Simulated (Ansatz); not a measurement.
# 1T-TiTe2 monolayer in a perpendicular field

Wanted: the out-of-plane response of the 1T-TiTe2 monolayer. A positive field points along +c.

Program: Ansatz 0.2.0. Level of theory: plane-wave DFT, PBE-D3(BJ), Ansatz PAW, in the first sound run; inputs show where later runs differ. Results are calculated unless marked as measured.

## Step 1: The structure

The cell holds 3 atoms: 2 Te and 1 Ti. Its edges and angles: a = 3.750 Å, b = 3.750 Å, c = 21.676 Å, α = 90.0°, β = 90.0°, γ = 120.0°. Vacuum lies along c.

## Step 2: Relaxation

The starting cell is a guess, so the in-plane lattice and the atoms are relaxed first, with the slab cut off from its images along the normal. The program lengthens the vector along the normal by itself, so c and the volume that it reports differ from the typed ones.

input.yaml reads:

```yaml
crystal:
  lattice:
    - [3.75, 0.0, 0.0]
    - [-1.875, 3.2475952642, 0.0]
    - [0.0, 0.0, 21.6759216531]
  atoms:
    - { symbol: Te, position: [0.6666666667, 0.3333333333, 0.4152072583] }
    - { symbol: Ti, position: [0.0, 0.0, 0.5] }
    - { symbol: Te, position: [0.3333333333, 0.6666666667, 0.5847927417] }
  periodic: [true, true, false]
kpoints:
  mp_grid: { grid: [12, 12, 1] }
hamiltonian:
  xc: pbe
  dispersion: d3bj
scf:
  occupations: { method: fermi_dirac, width: 0.05 }
  convergence: { dr2_threshold: 1.0e-09 }
relax:
  f_tol: 0.004
  max_steps: 90
  cell: {}
output:
  write_potential: true
  write_density: true
  volumetric_format: npy
```

On the command line:

```bash
> ansatz run input.yaml --threads 4 --pin off --max-ram 6144MiB --backend cpu --events-out ev --progress --plain --runs-dir out
```

Numbers of over 12 decimals in the logs are rounded to 6 here.

Log:

```text
Warning: crystal.periodic: the lattice vector that does not repeat stood 0.000° off the slab's normal, 21.676 Å along it as the deck builds it. The run solves the slab on a vector along the normal, 31.152 Å long, with every atom where it was (on the deck's vector they left 18.00 Å outside them, and the widest stretch free of ions among them is 1.84 Å). A fractional position that the run reports is one of the run's ce [...]
Warning: relax.cell: scf.convergence.dr2_threshold = 1e-9 eV is looser than the 1.60401360113e-10 eV advised for a relaxation that steers and ends on the stress (1e-10 eV for each atom of the cell: 3, times the square of relax.cell.stress_2d_tol = 0.05 N/m over 13.7 Å (the atoms' height at the walk's start and 5 Å past either face), 3.656e-2 GPa, over a crystal's default 0.05). What an SCF threshold leaves in a stress goes as its square root, and in the free energy as the threshold itself, and one threshold admits the most on a small cell: [figures from the program's tests cut] Set scf.convergence.dr2_threshold to 1.60401360113e-10 eV or tighter. [rest of the remark cut]
crystal.periodic: the lattice vector that does not repeat stood 0.000° off the slab's normal, 21.676 Å along it as the deck builds it. The run solves the slab on a vector along the normal, 31.152 Å long, with every atom where it was (on the deck's vector they left 18.00 Å outside them, and the widest stretch free of ions among them is 1.84 Å). A fractional position that the run reports is one of the run's cell, which [...]
Engine: ansatz 0.2.0, aarch64-unknown-linux-gnu
Pseudopotentials: kind: paw
Pseudopotential: Te, paw, valence charge 16, recommended cutoff 420 eV (normal), Te.paw.azcp
Pseudopotential: Ti, paw, valence charge 12, recommended cutoff 420 eV (normal), Ti.paw.azcp
Functional definition: PBE
  parameter kappa = 0.804
  parameter beta = 0.066725
  exchange = pbe_x(kappa = kappa, mu = beta*pi^2/3)
  correlation = pbe_c(beta = beta)
Crystal: 3 atoms, lattice volume = 379.382 Å³
Basis set: ecut = 420 eV, 7473 PW (Γ), exchange–correlation on 54×54×432 points (8 copies of the dense FFT grid, shifted against one another)
Bands: 27, of which v1, the nominal top of the filled ones, is band 22 counted from 1 (21 counted from 0)
Symmetry: 12 space group operations
Space group: P-3m1 (ITA 164), of the structure as read, at distance tolerance 7.2e-5 Å
k-points: 19 of 144
Non-local potential: Te, projectors of the file, l = 0: 2, l = 1: 2, l = 2: 2, l = 3: 2
Non-local potential: Ti, projectors of the file, l = 0: 3, l = 1: 2, l = 2: 3, l = 3: 1
PAW form: soft (Blöchl's): semilocal exchange-correlation on the pseudo side does not see the compensation charge
PAW one-centre angular grid: Te, 590 points (default); XC on 64 Gauss nodes
PAW one-centre angular grid: Ti, 590 points (default); XC on 64 Gauss nodes
Initial density: superposition of atomic densities (neutral atoms: chi_scale 0, normalization atom), corrected by the library's trained network
Initial wavefunctions: pseudopotential atomic-orbital guess
Functional: x = pbe(κ = 0.804, μ = 0.219515), c = pbe(β = 0.066725)
SCF iter   1: F=—  HF=-16462.615636 eV  |F-HF|=—  |Δ(HF+E_count)|=         —  Δρ=1.59e-3  dr2=2.33e-2  ethr=1.77e-3  ⟨swp⟩=12.6  Hψ=3235  notcnv=0
preconditioner: auto → LDOS  [metal: Δε(μ)=0.026 eV  Ē_g=5.981 eV  σ=0.050 eV  W_gap=0.13  n_scr=18 (ndim 8)  ℏωp=7.6 eV  f_vac=0.749  D(μ)=1.48/eV (n_scr^D=8)  β→1.0]
SCF iter   2: F=—  HF=-16462.616779 eV  |F-HF|=—  |Δ(HF+E_count)|=   1.14e-3  Δρ=1.76e-3  dr2=3.78e-2  ethr=5.29e-5  ⟨swp⟩=3.6  Hψ=1382  notcnv=0
SCF iter   3: F=—  HF=-16462.613809 eV  |F-HF|=—  |Δ(HF+E_count)|=   2.97e-3  Δρ=3.07e-4  dr2=1.70e-3  ethr=5.29e-5  ⟨swp⟩=2.2  Hψ=741  notcnv=0
SCF iter   4: F=—  HF=-16462.613640 eV  |F-HF|=—  |Δ(HF+E_count)|=   1.69e-4  Δρ=1.11e-4  dr2=8.27e-5  ethr=3.87e-6  ⟨swp⟩=3.1  Hψ=807  notcnv=0
SCF iter   5: F=—  HF=-16462.613620 eV  |F-HF|=—  |Δ(HF+E_count)|=   2.07e-5  Δρ=2.22e-5  dr2=1.24e-6  ethr=1.88e-7  ⟨swp⟩=3.3  Hψ=913  notcnv=0
SCF iter   6: F=—  HF=-16462.613679 eV  |F-HF|=—  |Δ(HF+E_count)|=   5.91e-5  Δρ=6.74e-6  dr2=3.08e-7  ethr=2.82e-9  ⟨swp⟩=3.3  Hψ=1184  notcnv=0
SCF iter   7: F=—  HF=-16462.613679 eV  |F-HF|=—  |Δ(HF+E_count)|=   5.80e-7  Δρ=1.91e-6  dr2=8.96e-9  ethr=7.00e-10  ⟨swp⟩=3.7  Hψ=1129  notcnv=0
SCF iter   8: F=—  HF=-16462.613679 eV  |F-HF|=—  |Δ(HF+E_count)|=   1.01e-7  Δρ=6.78e-7  dr2=2.30e-9  ethr=2.27e-12  ⟨swp⟩=12.5  Hψ=3861  notcnv=0
SCF iter   9: F=-16462.613679 eV  HF=-16462.613679 eV  |F-HF|=5.17e-10  |Δ(HF+E_count)|=   2.17e-9  Δρ=1.71e-7  dr2=1.24e-10  ethr=2.27e-12  ⟨swp⟩=9.1  Hψ=2805  notcnv=0
SCF 1 converged in 9 iterations: F = -16462.613679 eV  dr2 = 1.24e-10
  greatest PAW one-centre occupation: 0.999 electrons in one spin orbital (limit 2), on the Ti atom at site 1 (counted from 0), in its partial waves of l = 0
relax step   1: F+E_penalty+E_count = -16462.61367945 eV  Δ(F+E_penalty+E_count) = +0.000e0 eV  max|allowed force component| = 8.476e-1 eV/Å  Δτ_max = 0.0000 Å  P = -2.826 N/m  Ω = 379.382 Å³  fix = [c, alpha, beta]  reactions: c -0.000 N/m  (9 SCF iters, accepted)
Crystal: 3 atoms, lattice volume = 373.475 Å³
Basis set: ecut = 420 eV, 7341 PW (Γ), exchange–correlation on 54×54×432 points (8 copies of the dense FFT grid, shifted against one another)
Initial density: handed on by an earlier stage of this run
Initial wavefunctions: those handed on with the density
iter 1 solved again at ethr=1.04e-3 eV; its pass at ethr=3.10e-3 eV (dr2=4.58e-1 eV) is discarded
SCF iter   1: F=—  HF=-16462.670040 eV  |F-HF|=—  |Δ(HF+E_count)|=         —  Δρ=7.08e-3  dr2=4.61e-1  ethr=1.04e-3  ⟨swp⟩=1.9  Hψ=3713  notcnv=0
preconditioner: auto → LDOS  [metal: Δε(μ)=0.072 eV  Ē_g=6.238 eV  σ=0.050 eV  W_gap=0.34  n_scr=18 (ndim 8)  ℏωp=7.7 eV  f_vac=0.763  D(μ)=1.42/eV (n_scr^D=8)  β→1.0]
SCF iter   2: F=—  HF=-16462.674580 eV  |F-HF|=—  |Δ(HF+E_count)|=   4.54e-3  Δρ=6.88e-3  dr2=4.99e-1  ethr=1.04e-3  ⟨swp⟩=3.8  Hψ=910  notcnv=0
SCF iter   3: F=—  HF=-16462.625065 eV  |F-HF|=—  |Δ(HF+E_count)|=   4.95e-2  Δρ=7.55e-4  dr2=7.54e-3  ethr=1.04e-3  ⟨swp⟩=3.1  Hψ=869  notcnv=0
SCF iter   4: F=—  HF=-16462.623012 eV  |F-HF|=—  |Δ(HF+E_count)|=   2.05e-3  Δρ=3.56e-4  dr2=1.11e-3  ethr=1.71e-5  ⟨swp⟩=4.3  Hψ=1345  notcnv=0
SCF iter   5: F=—  HF=-16462.622755 eV  |F-HF|=—  |Δ(HF+E_count)|=   2.56e-4  Δρ=7.56e-5  dr2=9.54e-5  ethr=2.53e-6  ⟨swp⟩=3.7  Hψ=1052  notcnv=0
SCF iter   6: F=—  HF=-16462.622761 eV  |F-HF|=—  |Δ(HF+E_count)|=   5.36e-6  Δρ=1.76e-5  dr2=1.38e-6  ethr=2.17e-7  ⟨swp⟩=3.1  Hψ=828  notcnv=0
[...]
Basis set: ecut = 420 eV, 7293 PW (Γ), exchange–correlation on 54×54×432 points (8 copies of the dense FFT grid, shifted against one another)
iter 1 solved again at ethr=2.47e-4 eV; its pass at ethr=3.10e-3 eV (dr2=1.09e-1 eV) is discarded
SCF iter   1: F=—  HF=-16462.729228 eV  |F-HF|=—  |Δ(HF+E_count)|=         —  Δρ=3.53e-3  dr2=9.88e-2  ethr=2.47e-4  ⟨swp⟩=2.0  Hψ=3243  notcnv=0
preconditioner: auto → LDOS  [metal: Δε(μ)=0.186 eV  Ē_g=6.272 eV  σ=0.050 eV  W_gap=0.48  n_scr=18 (ndim 8)  ℏωp=7.7 eV  f_vac=0.752  D(μ)=1.28/eV (n_scr^D=6)  β→1.0]
SCF iter   2: F=—  HF=-16462.732858 eV  |F-HF|=—  |Δ(HF+E_count)|=   3.63e-3  Δρ=3.67e-3  dr2=1.44e-1  ethr=2.25e-4  ⟨swp⟩=3.7  Hψ=844  notcnv=0
SCF iter   3: F=—  HF=-16462.721025 eV  |F-HF|=—  |Δ(HF+E_count)|=   1.18e-2  Δρ=6.27e-4  dr2=4.88e-3  ethr=2.25e-4  ⟨swp⟩=3.0  Hψ=904  notcnv=0
SCF iter   4: F=—  HF=-16462.720375 eV  |F-HF|=—  |Δ(HF+E_count)|=   6.51e-4  Δρ=1.96e-4  dr2=2.21e-4  ethr=1.11e-5  ⟨swp⟩=3.1  Hψ=814  notcnv=0
SCF iter   5: F=—  HF=-16462.720315 eV  |F-HF|=—  |Δ(HF+E_count)|=   5.94e-5  Δρ=3.76e-5  dr2=3.52e-6  ethr=5.03e-7  ⟨swp⟩=3.4  Hψ=1043  notcnv=0
SCF iter   6: F=—  HF=-16462.720380 eV  |F-HF|=—  |Δ(HF+E_count)|=   6.44e-5  Δρ=1.11e-5  dr2=3.28e-7  ethr=7.99e-9  ⟨swp⟩=3.5  Hψ=1102  notcnv=0
SCF iter   7: F=—  HF=-16462.720381 eV  |F-HF|=—  |Δ(HF+E_count)|=   1.44e-6  Δρ=2.05e-6  dr2=1.02e-8  ethr=7.45e-10  ⟨swp⟩=3.0  Hψ=865  notcnv=0
SCF iter   8: F=-16462.720381 eV  HF=-16462.720381 eV  |F-HF|=2.75e-9  |Δ(HF+E_count)|=   8.04e-8  Δρ=3.12e-7  dr2=1.66e-10  ethr=2.27e-12  ⟨swp⟩=12.7  Hψ=3887  notcnv=0
SCF 3 converged in 8 iterations: F = -16462.720381 eV  dr2 = 1.66e-10
relax step   3: F+E_penalty+E_count = -16462.72038120 eV  Δ(F+E_penalty+E_count) = -9.756e-2 eV  max|allowed force component| = 7.448e-2 eV/Å  Δτ_max = 0.1160 Å  P = -0.608 N/m  Ω = 370.692 Å³  energy of the carried Pulay correction = +2.620e-4 eV  fix = [c, alpha, beta]  reactions: c -0.000 N/m  (8 SCF iters, accepted)
[...]
relax step   4: F+E_penalty+E_count = -16462.72322680 eV  Δ(F+E_penalty+E_count) = -2.846e-3 eV  max|allowed force component| = 1.359e-2 eV/Å  Δτ_max = 0.0006 Å  P = -0.204 N/m  Ω = 367.267 Å³  energy of the carried Pulay correction = +3.670e-4 eV  fix = [c, alpha, beta]  reactions: c -0.000 N/m  (8 SCF iters, accepted)
[...]
relax step   5: F+E_penalty+E_count = -16462.72368392 eV  Δ(F+E_penalty+E_count) = -4.571e-4 eV  max|allowed force component| = 2.246e-3 eV/Å  Δτ_max = 0.0030 Å  P = +0.006 N/m  Ω = 365.135 Å³  energy of the carried Pulay correction = +4.328e-4 eV  fix = [c, alpha, beta]  reactions: c +0.000 N/m  (8 SCF iters, accepted)
Basis set: ecut = 420 eV, 7149 PW (Γ), exchange–correlation on 50×50×432 points (8 copies of the dense FFT grid, shifted against one another)
Initial wavefunctions: pseudopotential atomic-orbital guess (no wavefunctions were taken with the density)
iter 1 solved again at ethr=5.37e-7 eV; its pass at ethr=3.10e-3 eV (dr2=2.36e-4 eV) is discarded
SCF iter   1: F=—  HF=-16462.723170 eV  |F-HF|=—  |Δ(HF+E_count)|=         —  Δρ=1.74e-5  dr2=1.59e-7  ethr=5.37e-7  ⟨swp⟩=5.3  Hψ=5133  notcnv=0
eigensolver tolerance schedule: the retry pair's looser diagonalisation over-reported the residual by 1490.38 of it (diagonalisation noise at 0.35 of the residual, at the tolerance the schedule requests for it); recorded, not acted on — ethr = c·dr2/N_el stays at c = 1.0e-1
preconditioner: auto → LDOS  [metal: Δε(μ)=0.072 eV  Ē_g=6.275 eV  σ=0.050 eV  W_gap=0.35  n_scr=18 (ndim 8)  ℏωp=7.8 eV  f_vac=0.753  D(μ)=1.26/eV (n_scr^D=6)  β→1.0]
SCF iter   2: F=—  HF=-16462.723222 eV  |F-HF|=—  |Δ(HF+E_count)|=   5.14e-5  Δρ=5.40e-6  dr2=8.15e-8  ethr=3.60e-10  ⟨swp⟩=5.2  Hψ=1628  notcnv=0
SCF iter   3: F=—  HF=-16462.723222 eV  |F-HF|=—  |Δ(HF+E_count)|=   6.24e-8  Δρ=1.25e-6  dr2=9.85e-9  ethr=1.85e-10  ⟨swp⟩=2.4  Hψ=977  notcnv=0
SCF iter   4: F=—  HF=-16462.723222 eV  |F-HF|=—  |Δ(HF+E_count)|=   6.89e-9  Δρ=5.91e-7  dr2=4.35e-9  ethr=2.24e-11  ⟨swp⟩=3.2  Hψ=1072  notcnv=0
SCF iter   5: F=-16462.723222 eV  HF=-16462.723222 eV  |F-HF|=1.81e-9  |Δ(HF+E_count)|=   2.77e-9  Δρ=9.08e-8  dr2=1.52e-11  ethr=2.27e-12  ⟨swp⟩=13.8  Hψ=4320  notcnv=0
SCF 6 converged in 5 iterations: F = -16462.723222 eV  dr2 = 1.52e-11
relax step   6: F+E_penalty+E_count = -16462.72322153 eV  Δ(F+E_penalty+E_count) = +4.624e-4 eV  max|allowed force component| = 2.320e-3 eV/Å  Δτ_max = 0.0000 Å  P = +0.008 N/m  Ω = 365.135 Å³  fix = [c, alpha, beta]  reactions: c +0.000 N/m  stress off target by 7.73e-3 N/m on what of the cell is left free  SCF on the basis re-selected at this cell (its energy is not comparable with the rows above)  (5 SCF iters)
basis re-selected at this cell: Δ(F+E_penalty+E_count) = +4.624e-4 eV, ΔP = +0.002 N/m vs the last step (what re-selecting the basis moved, of the pressure what is left beyond the Pulay correction that the steps carried, after the strain that the cell walked since its last selection, with what the two solves' SCF thresholds leave and, on support functions, any second-order correction that the steps lacked; it is no measure of the basis error at this ecutwfc). The dense FFT grid was sized anew with the basis: this SCF ran on 25×25×216 points, the steps before it on 27×27×216, so part of this shift can come from that change (see relax.cell in the input reference). [rest of the remark cut]
SCF converged after 5 iterations
Free energy (F): -16462.723222 eV
Harris-Foulkes:  -16462.723222 eV  (|F-HF|=1.81e-9)
Internal energy: -16462.712704 eV  (E = F + TS)
E sigma→0 (E₀):  -16462.717963 eV
Entropy (-TS):   -0.010517 eV (-3.506 meV/atom)
Fermi energy:    -4.768333 eV
--- Per-component energies (eV) ---
  E_band       = -1326.578306
  E_kinetic    = 633.664709
  E_local      = -92370.002516  (includes V_loc(G=0)·N_el)
  E_nonlocal   = -611.994176
  E_hartree    = 46141.903793
  E_xc         = -346.578019
  E_vxc        = -330.906892  (∫ρ·V_xc dr)
  E_paw        = -10372.562674  (= ΣΔE_a)
  E_vpaw       = -931.146396  (= ΣTr[D̂ρ^β])
  E_aug_tail   = -0.000245  (compensation charges beyond the density's cutoff)
  E_ewald      = 40463.935307
  E_disp       = -1.078884  (pairwise vdW)
  E_smearing   = -0.010517  (= −TS)
  E_closure    = 0.000000  (closes the sum)
  Σ components = -16462.723222   (vs F -16462.723222, Δ=0.00e0)
--- Forces (eV/Å), atoms counted from 1 ---
  atom   1  Te     0.00000000     0.00000000    -0.00231988
  atom   2  Ti     0.00000000     0.00000000     0.00000000
  atom   3  Te     0.00000000    -0.00000000     0.00231988
  max |Σ_I F_I| component: 0.00e0 eV/Å
--- 2D stress c σ (N/m, compression-positive) ---
        0.007728      -0.000000       0.000000
       -0.000000       0.007728       0.000000
        0.000000       0.000000       0.000000
  P = ½ c Tr σ = 0.0077 N/m
--- Band table (eV; the first three rows and the last of 19) ---
  k-point 0: bands = [... 18 lower, -6.1172, -6.1172, -4.3285, -4.2703, -4.2703, -3.4073, -3.4073, -1.2340, ... 1 higher]
  k-point 1: bands = [... 18 lower, -6.1069, -5.9190, -4.7368, -4.4836, -4.3283, -3.4848, -3.2777, -1.7191, ... 1 higher]
  k-point 2: bands = [... 18 lower, -6.0993, -5.9677, -5.7143, -4.8496, -4.4152, -3.4770, -3.1566, -2.3618, ... 1 higher]
  k-point 18: bands = [... 18 lower, -8.5194, -7.6261, -6.7711, -6.7711, -3.5405, -3.4997, -3.4997, -2.2332, ... 1 higher]
  the weakly bound empty levels are not read free of the cell's end (no_gap_told)
--- Relaxed structure (5 steps of the walk, 5 accepted, 1 SCFs on fresh bases) ---
  F+E_penalty+E_count = -16462.72322153 eV   max|allowed force component| = 2.320e-3 eV/Å   (the final SCF, on the basis selected at the relaxed cell)
  cell:  # Å, volume = 365.1345 Å³
    - [3.678911, 0, 0]
    - [-1.839455, 3.186030, 0]
    - [0, 0, 31.151843]
  atoms:
    - { symbol: Te, position: [0.666667, 0.333333, 0.291346] }
    - { symbol: Ti, position: [0, 0, 0.347908] }
    - { symbol: Te, position: [0.333333, 0.666667, 0.404469] }
```

Run time: 44 s. Hardware: 4 threads of Arm Neoverse N1, shared host; peak memory 0.78 GiB; 2.8 min of CPU time.

The steps of the relaxation:

```csv
step,energy less that of the first step (eV),largest force component (eV/Å),volume (Å³)
1,0.0000,0.8477,379.38
2,-0.0091,0.9612,373.47
3,-0.1067,0.0745,370.69
4,-0.1095,0.0136,367.27
5,-0.1100,0.0022,365.13
6*,-0.1095,0.0023,365.13
```

Relaxation steps marked * repeat the geometry before them on a plane-wave basis chosen anew for their cell, so energy and pressure can jump there.

Forces are held to the 12 operations that the run works with; a distortion that breaks them can't arise in this run.

```
cell as run  before  after  change
      a (Å)   3.750  3.679  -1.9 %
      b (Å)   3.750  3.679  -1.9 %
```

The atoms that moved most (Å, along periodic axes as changes of fractional coordinates times the final cell, across vacuum about the mean position):

| atom | dx | dy | dz | length |
| --- | --- | --- | --- | --- |
| Te3 | 0.000 | 0.000 | -0.076 | 0.076 |
| Te1 | 0.000 | 0.000 | 0.076 | 0.076 |

Final coordinates:

```xyz
3
Lattice="3.6789 0.0000 0.0000 -1.8395 3.1860 0.0000 0.0000 0.0000 31.1518" Properties=species:S:1:pos:R:3
Te    1.8395    1.0620    9.0760
Ti    0.0000    0.0000   10.8380
Te    0.0000    2.1240   12.5999
```

Numbers from this step:

```yaml
energy_at_zero_smearing: -16462.7180 eV
```

The lattice constant a goes from 3.750 to 3.679 Å.

(Part 1 of 4 ends here.)

[Logs are printed without paths, hosts, clocks, repeated set-up lines and the standing remarks that a program may print on its own settings, such as how far it seeks lower states.]

[Hosts, paths, dates, database ids (printed as entryN), source tags and the programs' standing remarks are cut or masked in the printed files.]

[Maps of the electrostatic potential energy from Ansatz leave out the sawtooth potential of an applied field or a dipole correction, so their vacuum need not be flat; planar profiles and work functions include it.]
